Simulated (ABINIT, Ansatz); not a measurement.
# A GW chain in ABINIT: Cl (Cmce), part 2 of 3

Wanted: ground state, empty states, screening and self-energy for Cl (Cmce).

ABINIT 10.8.3; PBE and many-body steps on it, plane waves. Known limits of the many-body steps: not at the basis limit; coarse k mesh.

So far. Step 2 (Ground state): The gap is indirect, with the least direct gap 0.06 eV higher.

### 3. Bands along the symmetry lines

Level of this step: DFT, PBE, plane waves, norm-conserving pseudopotentials (ABINIT).

The cheap functional maps the bands first; the places of the edges decide which points the dearer methods must see.

run.abi

```
acell 3*1.0 Angstrom
rprim 
  3.145000000000 -2.250000000000 0.000000000000
  3.145000000000 2.250000000000 0.000000000000
  0.000000000000 0.000000000000 8.210000000000
ntypat 1
znucl 17
natom 4
typat 1 1 1 1
xred 
  0.870000000000 0.130000000000 0.100000000000
  0.630000000000 0.370000000000 0.600000000000
  0.130000000000 0.870000000000 0.900000000000
  0.370000000000 0.630000000000 0.400000000000
pp_dirpath "pseudos"
pseudos "Cl.upf"
ecut 25
iscf -2
irdden 1
kptopt 0
nkpt 92
kpt 
  0.00000000 0.00000000 0.00000000
  0.06250000 0.06250000 0.00000000
  0.12500000 0.12500000 0.00000000
  0.18750000 0.18750000 0.00000000
  0.25000000 0.25000000 0.00000000
  0.31250000 0.31250000 0.00000000
  0.37500000 0.37500000 0.00000000
  0.43750000 0.43750000 0.00000000
  0.50000000 0.50000000 0.00000000
  0.48474461 0.51525539 0.00000000
  0.46948923 0.53051077 0.00000000
  0.45423384 0.54576616 0.00000000
  0.43897845 0.56102155 0.00000000
  0.42372307 0.57627693 0.00000000
  0.40846768 0.59153232 0.00000000
  0.39321230 0.60678770 0.00000000
  0.37795691 0.62204309 0.00000000
  -0.37795691 0.37795691 0.00000000
  -0.33071230 0.33071230 0.00000000
  -0.28346768 0.28346768 0.00000000
  -0.23622307 0.23622307 0.00000000
  -0.18897845 0.18897845 0.00000000
  -0.14173384 0.14173384 0.00000000
  -0.09448923 0.09448923 0.00000000
  -0.04724461 0.04724461 0.00000000
  0.00000000 0.00000000 0.00000000
  0.00000000 0.00000000 0.06250000
  0.00000000 0.00000000 0.12500000
  0.00000000 0.00000000 0.18750000
  0.00000000 0.00000000 0.25000000
  0.00000000 0.00000000 0.31250000
  0.00000000 0.00000000 0.37500000
  0.00000000 0.00000000 0.43750000
  0.00000000 0.00000000 0.50000000
  -0.04724461 0.04724461 0.50000000
  -0.09448923 0.09448923 0.50000000
  -0.14173384 0.14173384 0.50000000
  -0.18897845 0.18897845 0.50000000
  -0.23622307 0.23622307 0.50000000
  -0.28346768 0.28346768 0.50000000
  -0.33071230 0.33071230 0.50000000
  -0.37795691 0.37795691 0.50000000
  0.37795691 0.62204309 0.50000000
  0.39321230 0.60678770 0.50000000
  0.40846768 0.59153232 0.50000000
  0.42372307 0.57627693 0.50000000
  0.43897845 0.56102155 0.50000000
  0.45423384 0.54576616 0.50000000
  0.46948923 0.53051077 0.50000000
  0.48474461 0.51525539 0.50000000
  0.50000000 0.50000000 0.50000000
  0.50000000 0.50000000 0.43750000
  0.50000000 0.50000000 0.37500000
  0.50000000 0.50000000 0.31250000
  0.50000000 0.50000000 0.25000000
  0.50000000 0.50000000 0.18750000
  0.50000000 0.50000000 0.12500000
  0.50000000 0.50000000 0.06250000
  0.50000000 0.50000000 0.00000000
  0.00000000 0.00000000 0.00000000
  0.00000000 0.06250000 0.00000000
  0.00000000 0.12500000 0.00000000
  0.00000000 0.18750000 0.00000000
  0.00000000 0.25000000 0.00000000
  0.00000000 0.31250000 0.00000000
  0.00000000 0.37500000 0.00000000
  0.00000000 0.43750000 0.00000000
  0.00000000 0.50000000 0.00000000
  0.00000000 0.50000000 0.06250000
  0.00000000 0.50000000 0.12500000
  0.00000000 0.50000000 0.18750000
  0.00000000 0.50000000 0.25000000
  0.00000000 0.50000000 0.31250000
  0.00000000 0.50000000 0.37500000
  0.00000000 0.50000000 0.43750000
  0.00000000 0.50000000 0.50000000
  0.00000000 0.43750000 0.50000000
  0.00000000 0.37500000 0.50000000
  0.00000000 0.31250000 0.50000000
  0.00000000 0.25000000 0.50000000
  0.00000000 0.18750000 0.50000000
  0.00000000 0.12500000 0.50000000
  0.00000000 0.06250000 0.50000000
  0.00000000 0.00000000 0.50000000
  0.06250000 0.06250000 0.50000000
  0.12500000 0.12500000 0.50000000
  0.18750000 0.18750000 0.50000000
  0.25000000 0.25000000 0.50000000
  0.31250000 0.31250000 0.50000000
  0.37500000 0.37500000 0.50000000
  0.43750000 0.43750000 0.50000000
  0.50000000 0.50000000 0.50000000
istwfk *1
nband 21
nbdbuf 2
tolwfr 1e-08
nstep 40
prtwf 0
prtvol 0
indata_prefix "in"
outdata_prefix "out"
tmpdata_prefix "tmp"
```

On the command line:

```bash
> OMP_NUM_THREADS=1 mpirun -n 4 abinit run.abi > log
```

Numbers of over 12 decimals in the logs are rounded to 6 here.

The log of the run:

```text
.Version 10.8.3 of ABINIT. v10.8.2 released Aug 2026.

 Symmetries : space group Cm c a (# 64); Bravais oC (1-face-center ortho.)
[... echo of the input left out ...]
== DATASET  1 ==================================================================
-   mpi_nproc: 4, omp_nthreads: 1 (-1 if OMP is not activated)

--- !DatasetInfo
iteration_state: {dtset: 1, }
dimensions: {natom: 4, nkpt: 92, mband: 21, nsppol: 1, nspinor: 1, nspden: 1, mpw: 4726, }
cutoff_energies: {ecut:  25.0, pawecutdg:  -1.0, }
electrons: {nelect:   2.80000000E+01, charge:   0.00000000E+00, occopt:   1.00000000E+00, tsmear:   1.00000000E-02, }

 Real(R)+Recip(G) space primitive vectors, cartesian coordinates (Bohr,Bohr^-1):
 R(1)=  5.9431887 -4.2518838  0.0000000  G(1)=  0.0841299 -0.1175949  0.0000000
 R(2)=  5.9431887  4.2518838  0.0000000  G(2)=  0.0841299  0.1175949  0.0000000
 R(3)=  0.0000000  0.0000000 15.5146515  G(3)=  0.0000000  0.0000000  0.0644552
 Unit cell volume ucvol=  7.8410265E+02 bohr^3
 Angles (23,13,12)=  9.00000000E+01  9.00000000E+01  7.11614758E+01 degrees

 getcut: wavevector=  0.0000  0.0000  0.0000  ngfft=  36  36  72
         ecut(hartree)=     25.000   => boxcut(ratio)=   2.06184

--- Pseudopotential description ------------------------------------------------
- Cl Generated using ONCVPSP code by D. R. Hamann
- 17.00000   7.00000  171031                  znucl, zion, pspdat
12 -101130 2 -1 1028                          pspcod,pspxc,lmax,lloc,mmax
     nproj     2     2     2
  pspatm : epsatm=    9.12776517
         --- l  ekb(1:nproj) -->
             0    8.139296    0.698720
             1    3.821713    1.107519
             2   -2.938609   -0.805455
 pspatm: atomic psp has been read  and splines computed

--------------------------------------------------------------------------------

================================================================================
 prteigrs : about to open file out_EIG
 Non-SCF case, kpt    1 (  0.00000  0.00000  0.00000), residuals and eigenvalues=
  9.10E-09  4.36E-09  3.03E-09  2.84E-09  2.33E-09  3.46E-09  6.47E-09  4.11E-09
  2.64E-09  3.58E-09  8.63E-09  6.28E-09  3.92E-09  5.99E-09  2.47E-09  8.22E-09
  9.45E-09  7.05E-09  9.02E-09  1.59E-05  1.13E-05
 -6.4091E-01 -6.3353E-01 -4.9406E-01 -4.7435E-01 -2.2600E-01 -1.9657E-01
 -1.2661E-01 -1.2203E-01 -1.0941E-01 -1.0909E-01 -5.6008E-02 -4.5071E-02
 -3.5652E-02 -3.2335E-02  6.0461E-02  8.1125E-02  2.2390E-01  2.4601E-01
[...]
Non-SCF case, kpt    2 (  0.06250  0.06250  0.00000), residuals and eigenvalues=
  8.20E-09  9.68E-09  3.71E-09  9.17E-09  7.66E-09  2.11E-09  3.67E-09  3.61E-09
[...]
5.04E-09  8.87E-09  9.11E-09  2.42E-05  3.23E-05
[...]
Non-SCF case, kpt    3 (  0.12500  0.12500  0.00000), residuals and eigenvalues=
[...]
2.71E-09  8.35E-09  2.97E-09  8.64E-06  3.91E-04
[...]
Non-SCF case, kpt   91 (  0.43750  0.43750  0.50000), residuals and eigenvalues=
[...]
Non-SCF case, kpt   92 (  0.50000  0.50000  0.50000), residuals and eigenvalues=
[...]
-1.6293E-01 -1.6293E-01 -1.3168E-01 -1.3168E-01 -5.6040E-02 -5.6040E-02
 -4.7061E-02 -4.7061E-02  6.4366E-02  6.4366E-02  2.9807E-01  2.9807E-01
[...]
--- !ResultsGS
iteration_state: {dtset: 1, }
comment   : Summary of ground state results
lattice_vectors:
- [  5.9431887,  -4.2518838,   0.0000000, ]
- [  5.9431887,   4.2518838,   0.0000000, ]
- [  0.0000000,   0.0000000,  15.5146515, ]
lattice_lengths: [   7.30753,    7.30753,   15.51465, ]
lattice_angles: [ 90.000,  90.000,  71.161, ] # degrees, (23, 13, 12)
lattice_volume:   7.8410265E+02
convergence: {deltae:  0.000E+00, res2:  0.000E+00, residm:  9.980E-09, diffor:  0.000E+00, }
etotal    :  -6.55896272E+01
entropy   :   0.00000000E+00
fermie    :  -3.02756789E-02
cartesian_stress_tensor: null
pressure_GPa: null
xred      :
- [  8.7000E-01,   1.3000E-01,   1.0000E-01, Cl]
- [  6.3000E-01,   3.7000E-01,   6.0000E-01, Cl]
- [  1.3000E-01,   8.7000E-01,   9.0000E-01, Cl]
- [  3.7000E-01,   6.3000E-01,   4.0000E-01, Cl]
cartesian_forces: null
force_length_stats: {min: null, max: null, mean: null, }

 Integrated electronic density in atomic spheres:
 ------------------------------------------------
 Atom  Sphere_radius  Integrated_density
[...]
================================================================================

 ----iterations are completed or convergence reached----

 Mean square residual over all n,k,spin=   54.933E-10; max=  99.800E-10
 reduced coordinates (array xred) for    4 atoms
[...]
0.130000000000      0.870000000000      0.900000000000
       0.370000000000      0.630000000000      0.400000000000

 cartesian coordinates (angstrom) at end:
    1      3.145000    -1.665000     0.821000
    2      3.145000    -0.585000     4.926000
    3      3.145000     1.665000     7.389000
    4      3.145000     0.585000     3.284000
 length scales=  1.889726125908  1.889726125908  1.889726125908 bohr
              =  1.000000000000  1.000000000000  1.000000000000 angstroms
 prteigrs : about to open file out_EIG
 Eigenvalues (hartree) for nkpt=  92  k points:
 kpt#   1, nband= 21, wtk=  1.00000, kpt=  0.0000  0.0000  0.0000 (reduced coord)
[...]
kpt#   2, nband= 21, wtk=  1.00000, kpt=  0.0625  0.0625  0.0000 (reduced coord)
[...]
kpt#   3, nband= 21, wtk=  1.00000, kpt=  0.1250  0.1250  0.0000 (reduced coord)
[...]
kpt#  91, nband= 21, wtk=  1.00000, kpt=  0.4375  0.4375  0.5000 (reduced coord)
[...]
0.29925    0.29925    0.33074    0.33075    0.34904
 kpt#  92, nband= 21, wtk=  1.00000, kpt=  0.5000  0.5000  0.5000 (reduced coord)
  -0.62997   -0.62997   -0.48167   -0.48167   -0.21248   -0.21248   -0.16293   -0.16293
  -0.13168   -0.13168   -0.05604   -0.05604   -0.04706   -0.04706    0.06437    0.06437
   0.29807    0.29807    0.33103    0.33104    0.34782

== END DATASET(S) ==============================================================
================================================================================

 -outvars: echo values of variables after computation  --------
            nband          21
             nkpt          92
          spgroup          64
 [... the other variables as echoed above ...]

 Calculation completed.
```

Elapsed: 56 s, on 4 MPI ranks of Arm Neoverse N1, shared host; peak memory 0.39 GiB; 3.7 min of CPU time.

Numbers from this step:

| Quantity | Value |
| --- | --- |
| gap | 2.457 eV |
| k of the valence top | 0.5, 0.5, 0 |
| k of the conduction bottom | -0.0945, 0.0945, 0 |
| least direct gap | 2.515 eV |

The gap is 2.457 eV, −0.012 eV from the run before at this level.

The electronic bands at the labelled points (eV, zero at the top of the highest filled band):

| point | band 11 | band 12 | band 13 | band 14 | band 15 | band 16 | band 17 | band 18 |
| --- | --- | --- | --- | --- | --- | --- | --- | --- |
| Γ | -0.70 | -0.40 | -0.15 | -0.06 | 2.47 | 3.03 | 6.92 | 7.52 |
| halfway | -0.71 | -0.45 | -0.37 | -0.07 | 2.55 | 2.88 | 8.41 | 8.55 |
| Y | -0.96 | -0.89 | -0.36 | 0.00 | 2.55 | 2.74 | 8.58 | 8.67 |
| halfway | -0.93 | -0.81 | -0.31 | 0.00 | 2.55 | 2.75 | 8.37 | 8.91 |
| F0 | -0.84 | -0.66 | -0.21 | -0.01 | 2.60 | 2.78 | 8.52 | 9.16 |
| jump to Δ0 | -0.84 | -0.66 | -0.21 | -0.01 | 2.60 | 2.78 | 8.52 | 9.16 |
| halfway | -0.40 | -0.30 | -0.24 | -0.05 | 2.64 | 2.98 | 8.22 | 8.70 |
| Γ | -0.70 | -0.40 | -0.15 | -0.06 | 2.47 | 3.03 | 6.92 | 7.52 |
| halfway | -0.70 | -0.49 | -0.13 | -0.07 | 2.51 | 2.91 | 7.11 | 7.57 |
| Z | -0.64 | -0.64 | -0.10 | -0.10 | 2.67 | 2.67 | 7.46 | 7.46 |
| halfway | -0.22 | -0.22 | -0.14 | -0.14 | 2.77 | 2.77 | 8.31 | 8.31 |
| B0 | -0.41 | -0.41 | -0.40 | -0.40 | 2.68 | 2.68 | 9.21 | 9.21 |
| jump to G0 | -0.41 | -0.41 | -0.40 | -0.40 | 2.68 | 2.68 | 9.21 | 9.21 |
| halfway | -0.61 | -0.61 | -0.44 | -0.44 | 2.61 | 2.61 | 8.99 | 8.99 |
| T | -0.70 | -0.70 | -0.46 | -0.46 | 2.58 | 2.58 | 8.93 | 8.93 |
| halfway | -0.85 | -0.80 | -0.47 | -0.13 | 2.54 | 2.68 | 8.67 | 8.79 |
| Y | -0.96 | -0.89 | -0.36 | 0.00 | 2.55 | 2.74 | 8.58 | 8.67 |
| jump to Γ | -0.70 | -0.40 | -0.15 | -0.06 | 2.47 | 3.03 | 6.92 | 7.52 |
| halfway | -0.42 | -0.30 | -0.25 | -0.15 | 2.54 | 2.97 | 7.90 | 8.17 |
| S | -0.51 | -0.51 | -0.15 | -0.15 | 2.85 | 2.85 | 8.30 | 8.30 |
| halfway | -0.46 | -0.46 | -0.09 | -0.09 | 2.80 | 2.80 | 8.40 | 8.40 |
| R | -0.43 | -0.43 | 0.00 | 0.00 | 2.75 | 2.75 | 8.52 | 8.52 |
| halfway | -0.39 | -0.39 | -0.16 | -0.16 | 2.75 | 2.75 | 8.05 | 8.05 |
| Z | -0.64 | -0.64 | -0.10 | -0.10 | 2.67 | 2.67 | 7.46 | 7.46 |
| halfway | -0.71 | -0.71 | -0.18 | -0.18 | 2.66 | 2.66 | 8.76 | 8.76 |
| T | -0.70 | -0.70 | -0.46 | -0.46 | 2.58 | 2.58 | 8.93 | 8.93 |

### 4. Empty states on the mesh, 4×4×2 mesh, 768 bands

The sums over transitions need many empty states on a uniform mesh; this step solves for them.

run.abi

```
acell 3*1.0 Angstrom
rprim 
  3.145000000000 -2.250000000000 0.000000000000
  3.145000000000 2.250000000000 0.000000000000
  0.000000000000 0.000000000000 8.210000000000
ntypat 1
znucl 17
natom 4
typat 1 1 1 1
xred 
  0.870000000000 0.130000000000 0.100000000000
  0.630000000000 0.370000000000 0.600000000000
  0.130000000000 0.870000000000 0.900000000000
  0.370000000000 0.630000000000 0.400000000000
pp_dirpath "pseudos"
pseudos "Cl.upf"
ecut 25
ngkpt 4 4 2
nshiftk 1
shiftk 0 0 0
kptopt 1
chksymbreak 0
irdden 1
istwfk *1
nband 768
prtvol 0
optdriver 6
gwr_task "HDIAGO"
paral_kgb 0
occopt 1
indata_prefix "in"
outdata_prefix "out"
tmpdata_prefix "tmp"
```

The log of the run:

```text
[banner, memory and clock lines left out]
.Version 10.8.3 of ABINIT. v10.8.2 released Aug 2026.

 Symmetries : space group Cm c a (# 64); Bravais oC (1-face-center ortho.)
[... echo of the input left out ...]
== DATASET  1 ==================================================================
-   mpi_nproc: 4, omp_nthreads: 1 (-1 if OMP is not activated)

--- !DatasetInfo
iteration_state: {dtset: 1, }
dimensions: {natom: 4, nkpt: 14, mband: 768, nsppol: 1, nspinor: 1, nspden: 1, mpw: 4726, }
cutoff_energies: {ecut:  25.0, pawecutdg:  -1.0, }
electrons: {nelect:   2.80000000E+01, charge:   0.00000000E+00, occopt:   1.00000000E+00, tsmear:   1.00000000E-02, }

.Using double precision arithmetic; gwpc =  8

- Reading GS density from: in_DEN

--- Pseudopotential description ------------------------------------------------
- Cl Generated using ONCVPSP code by D. R. Hamann
- 17.00000   7.00000  171031                  znucl, zion, pspdat
12 -101130 2 -1 1028                          pspcod,pspxc,lmax,lloc,mmax
     nproj     2     2     2
  pspatm : epsatm=    9.12776517
         --- l  ekb(1:nproj) -->
             0    8.139296    0.698720
             1    3.821713    1.107519
             2   -2.938609   -0.805455
 pspatm: atomic psp has been read  and splines computed

   1.02230970E+03                                ecore*ucvol(ha*bohr**3)

 Total charge density [el/Bohr^3]
)     Maximum=    2.9110E-01  at reduced coord.    0.2222    0.9444    0.8889
)     Minimum=    1.3720E-03  at reduced coord.    0.2500    0.5000    0.1389
   Integrated=    2.8000E+01

 === KS gaps after direct diagonalization ===
 Indirect band gap semiconductor
 Fundamental gap:     2.469 (eV)
   VBM:    -0.824 (eV) at k: [ 5.0000E-01,  5.0000E-01,  0.0000E+00]
   CBM:     1.645 (eV) at k: [ 0.0000E+00,  0.0000E+00,  0.0000E+00]
 Direct gap:         2.525 (eV) at k: [ 0.0000E+00,  0.0000E+00,  0.0000E+00]

== END DATASET(S) ==============================================================

 -outvars: echo values of variables after computation  --------
           etotal      0.0000000000E+00
            nband         768
             nkpt          14
          spgroup          64
 [... the other variables as echoed above ...]

 Calculation completed.
```

Wall time 7.5 min (4 MPI ranks); peak memory 5.1 GiB.

Numbers from this step:

```yaml
gap: 2.469 eV
k_of_the_valence_top: 0.5, 0.5, 0
k_of_the_conduction_bottom: 0, 0, 0
least_direct_gap: 2.525 eV
k_points_computed: 14
lowest_point_of_the_top_converged_band_above_the_valence_top: 193.1638 eV
```

On this mesh the gap is 2.469 eV.

### 5. Screening, 4×4×2 mesh, 318 bands, screening to 176.9 eV

The RPA dielectric matrix is built and inverted for each q.

This step: RPA screening on PBE, plane waves, norm-conserving pseudopotentials.

run.abi, as its differences from that of step 4:

```diff
@@ -22,10 +22,11 @@
 chksymbreak 0
-irdden 1
 istwfk *1
-nband 768
-prtvol 0
-optdriver 6
-gwr_task "HDIAGO"
-paral_kgb 0
 occopt 1
+irdwfk 1
+optdriver 3
+nband 318
+ecuteps 6.5
+inclvkb 2
+awtr 1
+symchi 1
 indata_prefix "in"
```

The log of the run:

```text
.Version 10.8.3 of ABINIT. v10.8.2 released Aug 2026.

 Symmetries : space group Cm c a (# 64); Bravais oC (1-face-center ortho.)
[... echo of the input left out ...]
== DATASET  1 ==================================================================
-   mpi_nproc: 4, omp_nthreads: 1 (-1 if OMP is not activated)

--- !DatasetInfo
iteration_state: {dtset: 1, }
dimensions: {natom: 4, nkpt: 14, mband: 318, nsppol: 1, nspinor: 1, nspden: 1, mpw: 4726, }
cutoff_energies: {ecut:  25.0, pawecutdg:  -1.0, }
electrons: {nelect:   2.80000000E+01, charge:   0.00000000E+00, occopt:   1.00000000E+00, tsmear:   1.00000000E-02, }

 SCREENING: Calculation of the susceptibility and dielectric matrices

 Based on a program developped by R.W. Godby, V. Olevano, G. Onida, and L. Reining.
 Incorporated in ABINIT by V. Olevano, G.-M. Rignanese, and M. Torrent.
.Using double precision arithmetic ; gwpc =  8

[... cell and pseudopotentials left out ...]
--------------------------------------------------------------------------------

 ==== K-mesh for the wavefunctions ====
 Number of points in the irreducible wedge :    14
[... list of points left out ...]
 Together with  8 symmetry operations and time-reversal symmetry
 yields    32 points in the full Brillouin Zone.

 ==== Q-mesh for the screening function ====
 Number of points in the irreducible wedge :    14
[... list of points left out ...]
 Together with  8 symmetry operations and time-reversal symmetry
 yields    32 points in the full Brillouin Zone.

 setmesh: FFT mesh size selected  =    30x   30x   60
          total number of points  =        54000

 vcoul_init : cutoff-mode = AUXILIARY_FUNCTION
 q-points for optical limit:   1
     1)      0.000010    0.000020    0.000030

- screening: taking advantage of time-reversal symmetry
- Maximum band index for partially occupied states nbvw = 14
- Remaining bands to be divided among processors   nbcw = 304
- Number of bands treated by each node ~76

 Number of electrons calculated from density =   28.0000; Expected =   28.0000
 average of density, n =  0.035710
 r_s =    1.8838
 omega_plasma =   18.2284 [eV]

 calculating chi0 at frequencies [eV] :
  1    0.000000E+00    0.000000E+00
  2    0.000000E+00    1.822838E+01

--------------------------------------------------------------------------------
  q-point number  1        q = ( 0.000000, 0.000000, 0.000000) [r.l.u.]
--------------------------------------------------------------------------------
[... chi0 elements left out ...]
 For q-point:  0.000010 0.000020 0.000030
  dielectric constant =   2.8107
  dielectric constant without local fields =   3.4622

  Average fulfillment of the sum rule on Im[epsilon] for q-point    1 :     83.09  [%]
[... wings left out ...]
  q-point number  2        q = ( 0.250000, 0.000000, 0.000000) [r.l.u.]
--------------------------------------------------------------------------------
[... chi0 elements left out ...]
  Average fulfillment of the sum rule on Im[epsilon] for q-point    2 :     84.55  [%]

 [... 12 further q-points ...]
```

The job ended after 16 min (4 MPI ranks; peak memory 4.9 GiB; 65 min of CPU time).

Numbers from this step:

```yaml
eps_infinity_with_local_fields_on_this_mesh_along_the_program_s_q_direction: 2.811
the_same_without_local_fields: 3.462
plasma_frequency: 18.23 eV
plane_waves_in_the_screening_matrix: 611
```

Local fields lower ε∞ by 19 %. On a Γ-centred mesh this coarse the value itself is usually too large, while a short band sum pulls it down.

[end of part 2 of 3]

[Paths, hosts, dates, memory and timing lines, banners, echoed tables and standing remarks are left out of the program output.]

[Logs are printed without paths, hosts, clocks, repeated set-up lines and the standing remarks that a program may print on its own settings, such as how far it seeks lower states.]

[Runs of the session that timed out or met a known fault of the program may be left out.]

[Hosts, paths, dates, database ids (printed as entryN), source tags and the programs' standing remarks are cut or masked in the printed files.]

[G0W0 gaps are taken among the corrected bands and points alone; a level outside them can change the order at an edge.]

[Where Ansatz stands beside ABINIT at settings called matched, ABINIT's density can come from a denser mesh and the files from another edition; pairs whose starting gaps differed by over 0.03 eV were left out, so agreement reads better than it is.]
